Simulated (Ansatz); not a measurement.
# MgPbS3 in P4_2/mmc, a phase reached by a soft mode: a soft mode frozen in, part 3 of 3

Wanted: the energy along a soft mode of MgPbS3 in P4_2/mmc, a phase reached by a soft mode and the structure at the end.

Ansatz 0.2.0; DFT PBEsol, scalar-relativistic, plane waves, PAW; PAW set soft_1.

So far. Step 5 (Energy along the mode, all amplitudes (two of the runs …): The lowest of the steps tried is the last one, at 0.6 Å, 16.6 meV/atom below the parent; the bottom of the well need not coincide with a step. Step 7 (The new phase in its own primitive cell): The largest force component left is 0.65 meV/Å and the pressure is 0.000 GPa, within the tolerances set. The cell now holds 21.61 Å³/atom.

The structure was built from a prototype and need not be the compound's stable phase.

## Step 8: Modes of the new phase

A relaxed structure may still be a saddle point, so its zone-centre modes are computed. No field response is asked, since the mesh shows no gap.

input.yaml reads:

```yaml
crystal:
  lattice:
    - [15.1286315815, 0.0, 0.0]
    - [0.0, 2.7585247854, 2.5886637361]
    - [0.0, -2.7585247854, 2.5886637361]
  atoms:
    - { symbol: Mg, position: [0.25, 0.2848684545, 0.0253620665] }
    - { symbol: Mg, position: [0.75, 0.0253620665, 0.2848684545] }
    - { symbol: Pb, position: [0.5, 0.3411286013, 0.3411286013] }
    - { symbol: Pb, position: [0.0, 0.3411286013, 0.3411286013] }
    - { symbol: S, position: [0.75, 0.5029713173, 0.82795188] }
    - { symbol: S, position: [0.25, 0.82795188, 0.5029713173] }
    - { symbol: S, position: [0.3939702977, 0.588573664, 0.8713018472] }
    - { symbol: S, position: [0.1060297023, 0.588573664, 0.8713018472] }
    - { symbol: S, position: [0.6060297023, 0.8713018472, 0.588573664] }
    - { symbol: S, position: [0.8939702977, 0.8713018472, 0.588573664] }
kpoints:
  mp_grid: { grid: [4, 10, 10] }
hamiltonian:
  xc: pbesol
  pseudopotentials: { kind: paw, azcp: { folder: soft_1 }, xc_functional: pbe }
scf:
  occupations: { method: methfessel_paxton, width: 0.2 }
output:
  eigenvalues: true
phonons:
  method: dfpt
```

Launch:

```console
$ ansatz run input.yaml --threads 8 --pin off --max-ram 16384MiB --backend cpu --events-out ev --progress --plain --runs-dir out
```

Numbers of over 12 decimals in the logs are rounded to 6 here.

What it wrote:

```text
[...]
Crystal: 10 atoms, lattice volume = 216.064 Å³
Basis set: ecut = 420 eV, 4251 PW (Γ), exchange–correlation on 216×54×54 points (8 copies of the dense FFT grid, shifted against one another)
Bands: 52, of which v1, the nominal top of the filled ones, is band 42 counted from 1 (41 counted from 0)
Symmetry: 4 space group operations
k-points: 204 of 400 (irreducible under 1 space group operation, time reversal used)
[...]
SCF iter   1: F=—  HF=-32655.977636 eV  |F-HF|=—  |Δ(HF+E_count)|=         —  Δρ=4.24e-2  dr2=1.47e1  ethr=3.10e-3  ⟨swp⟩=9.8  Hψ=55005  notcnv=0
[...]
SCF iter  13: F=-32652.692976 eV  HF=-32652.692976 eV  |F-HF|=7.28e-12  |Δ(HF+E_count)|=  3.64e-12  S|Δr|=    0.00e0  Δρ=3.21e-8  dr2=3.39e-12  ethr=1.00e-12  ⟨swp⟩=17.9  Hψ=68540  notcnv=0
SCF 1 converged in 13 iterations: F = -32652.692976 eV  dr2 = 3.39e-12
[...]
SCF converged after 13 iterations
[...]
Free energy (F): -32652.692976 eV
[...]
Internal energy: -32652.697478 eV  (E = F + TS)
E sigma→0 (E₀):  -32652.694101 eV
Entropy (-TS):   0.004502 eV (0.450 meV/atom)
Fermi energy:    7.164175 eV
[...]
--- Band table (eV; the first three rows and the last of 204) ---
  k-point 0: bands = [... 38 lower, 5.8938, 5.9891, 6.3917, 7.0282, 7.5388, 8.8225, 9.1546, 9.3857, ... 6 higher]
  k-point 1: bands = [... 38 lower, 5.9692, 6.0479, 6.4748, 7.1193, 7.7037, 8.6692, 9.4299, 9.5669, ... 6 higher]
  k-point 2: bands = [... 38 lower, 6.1300, 6.1327, 6.5947, 7.0382, 7.9236, 8.5182, 9.9560, 9.9856, ... 6 higher]
  k-point 203: bands = [... 38 lower, 5.1947, 5.1947, 5.5324, 5.5324, 7.5736, 7.5736, 9.1193, 9.1193, ... 6 higher]
[...]
k mesh reduced under 1 symmetry operation, with k and −k counted as one. Each operation leaves every solved perturbation unchanged. A smaller set is not used because it would not reduce the number of displacements times k-points to solve
  ASR residual: 5.425e-5 → 0.000e0 eV/Å²; symmetrization residual: 1.178e-5 eV/Å²
[...]
```

Run time: 8.9 min. Hardware: 8 threads of Arm Neoverse V1, shared host; peak memory 6.2 GiB; 69 min of CPU time.

Numbers from this step:

```yaml
sum_rule_residual_before_enforcement: 5.42e-5 eV/Å²
point_group: mm2
highest_optical_mode_at_the_zone_centre_no_lo_to_term: 300.6 cm⁻¹
lowest_optical_zone_centre_mode: -125.2 cm⁻¹
```

Patterns of degenerate modes are one choice out of their space. The modes at Γ (shares of kinetic energy by element, %) (negative means imaginary):

```csv
mode,frequency (cm⁻¹),symmetry,Mg %,Pb %,S %
1,-125.2,B1,0,15,85
2,-32.4,B2,22,24,54
3,0.0,acoustic,7,63,29
4,0.0,acoustic,7,63,29
5,0.0,acoustic,7,63,29
6,25.0,A2,0,89,11
7,51.5,A1,32,25,44
8,52.9,B1,0,72,28
9,61.5,B2,5,72,23
10,67.9,B2,47,7,47
11,88.1,A1,49,2,49
12,112.6,A2,23,0,76
13,135.4,B1,21,9,70
14,139.5,A2,6,1,93
15,156.8,A1,9,2,89
16,187.3,B2,6,1,93
17,193.5,A1,9,5,86
18,203.7,A2,0,5,94
19,211.9,B1,2,29,69
20,217.5,A2,31,4,65
21,223.5,B2,49,5,46
22,225.5,A1,33,3,65
23,226.0,B2,14,23,63
24,232.7,B1,26,12,62
25,240.8,B2,20,4,76
26,258.1,A1,33,0,67
27,266.0,B1,43,1,56
28,277.6,B2,30,1,68
29,281.6,A1,28,1,72
30,300.6,A2,40,0,60
```

Displacements in mode 1 (-125.2 cm⁻¹), the largest set to 1:
```
Mg1 -0.05  0.00  0.00
Mg2 -0.05  0.00  0.00
Pb3 -0.06  0.20  0.00
Pb4 -0.06 -0.20  0.00
S5   1.00  0.00  0.00
S6   1.00  0.00  0.00
S7  -0.30  0.46 -0.15
S8  -0.30 -0.46  0.15
S9  -0.30  0.46  0.15
S10 -0.30 -0.46 -0.15
```

Displacements in mode 2 (-32.4 cm⁻¹), the largest set to 1:
```
Mg1  0.00  1.00  0.44
Mg2  0.00  1.00 -0.44
Pb3 -0.19 -0.34  0.00
Pb4  0.19 -0.34  0.00
S5   0.00  0.99 -0.43
S6   0.00  0.99  0.43
S7   0.53  0.21  0.44
S8  -0.53  0.21  0.44
S9   0.53  0.21 -0.44
S10 -0.53  0.21 -0.44
```

Before it was imposed, the acoustic sum rule was missed by 5.4e-5 eV/Å². Small misses are needed for a sound result but don't prove that mesh and cutoff are converged. The lowest optical mode is imaginary, 125.2i cm⁻¹, so the energy falls along it.

## Step 9: The phases reached

The phases reached along the modes that were followed are set side by side.

Energies are those of the first relaxation, on the mesh of the frozen mode; space group, volume and gap are those of the last relaxation. Phases, by row:

```csv
mode frozen in,space group,energy from parent (meV/atom),volume (Å³/atom),gap on mesh (eV),lowest zone-centre optical mode (cm⁻¹),largest shift (Å)
parent,P4_2/mmc,0,22.94,0,–,–
"q = (0, 0, 0), 56i cm⁻¹",Pmm2,-205.7,23.42,0,23.3,1.362
"q = (0, 0, 0), 56i cm⁻¹",Ama2,-74.14,21.61,0,-125.2,1.157
```

## Step 10: What came out

```yaml
unstable_mode_of_the_parent: q = (0, 0, 0), 56i cm⁻¹
depth_at_the_lowest_point_sampled: 16.6 meV/atom
largest_atomic_shift_at_that_point: 0.6 Å
space_group_reached_within_0p01_a: Ama2
energy_gained_over_the_parent_first_relaxation_on_the_mesh_of_the_frozen_mode: 74.1 meV/atom
volume_per_atom_phase_reached: 21.6 Å³
lowest_optical_zone_centre_mode_phase_reached: -125 cm⁻¹
highest_optical_mode_at_the_zone_centre_no_lo_to_term_phase_reached: 301 cm⁻¹
```

What this shows: Along this mode the structure falls into Ama2, 74.1 meV/atom below the parent. At the parent's cell the well is 16.63 meV/atom deep on the steps tried, with its lowest point at a shift of 0.6 Å. That is the last step tried, so the steps alone don't bracket the bottom of the well. Relaxing atoms and cell changes the gain by +57.51 meV/atom against the lowest step (energies at zero smearing). Most of the total comes from this relaxation. The new phase still has an imaginary mode at the zone centre of its cell, so it is a saddle point on the way to a lower structure. Of the 2 patterns followed to their end from this parent, this one ends 132 meV/atom above the lowest, Pmm2. Each path keeps the symmetry of its pattern, so a lower phase may lie along a pattern not tried. With no gap, or one that is small against the smearing, the frequencies hang on the k mesh and the smearing, most of all near Kohn anomalies. A semilocal functional can close a gap that the real compound would have, so the metallic treatment may be an artefact of the level. Spin-orbit coupling is left out, which can matter for the heavy elements here. The PAW files were made for PBE and serve the other functionals too. The starting cell was built on a prototype and not taken from a measurement, so the phase need not exist.

[Logs are printed without paths, hosts, clocks, repeated set-up lines and the standing remarks that a program may print on its own settings, such as how far it seeks lower states.]

[Hosts, paths, dates, database ids (printed as entryN), source tags and the programs' standing remarks are cut or masked in the printed files.]
